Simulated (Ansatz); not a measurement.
# Adsorbates on Nb(110): work function and surface dipole (PBE)

How does each adsorbate change the work function of Nb(110), and what dipole does that imply?

All values are computed: Ansatz 0.2.0, PBE, plane waves, scalar-relativistic unless marked; slabs or sheets with vacuum, the vacuum level from the planar mean of the electrostatic potential. One adsorbate a cell on the upper face, with a dipole correction; the clean face is a 1×1 run at the same level, relaxed.

```
adsorbate  cell  area (Å²)  work function (eV)  change (eV)  dipole (D)
       Li   2x2       31.0                2.49        -1.99       +1.64
      H2O   2x2       31.0                2.84        -1.64       +1.35
      CH3   2x2       31.0                3.66        -0.82       +0.67
     CCH3   2x2       31.0                3.90        -0.58       +0.48
        I   2x2       31.0                3.91        -0.57       +0.47
       Br   2x2       31.0                4.14        -0.34       +0.28
       Sn   2x2       31.0                4.63        +0.15       -0.12
        B   2x2       31.0                4.95        +0.47       -0.39
       CN   2x2       31.0                5.07        +0.59       -0.49
```

The changes run from -1.99 eV (Li) to +0.59 eV (CN). For the single atoms the dipole against electronegativity has correlation -0.56, so charge transfer alone doesn't order them; height, the push-back of the metal's electron tail and polarisation of the adatom matter too.

**Worked step.** The Helmholtz relation is ΔΦ = −μ/(ε₀A), with μ the dipole of one cell along the outward normal; in working units μ (D) = −ΔΦ (eV) × A (Å²) / 37.7. For Li: −(-1.99) × 31.0 / 37.7 = +1.64 D. This is the whole change of the surface dipole, the metal's response included, and neighbouring dipoles weaken each other at these coverages.

Slabs of four or five layers; the site is the one reached from one start.

In 7 of the 27 runs the program warns that some density reaches the dipole ramp in the vacuum, so their vacuum levels can be a little off.

[Logs are printed without paths, hosts, clocks, repeated set-up lines and the standing remarks that a program may print on its own settings, such as how far it seeks lower states.]
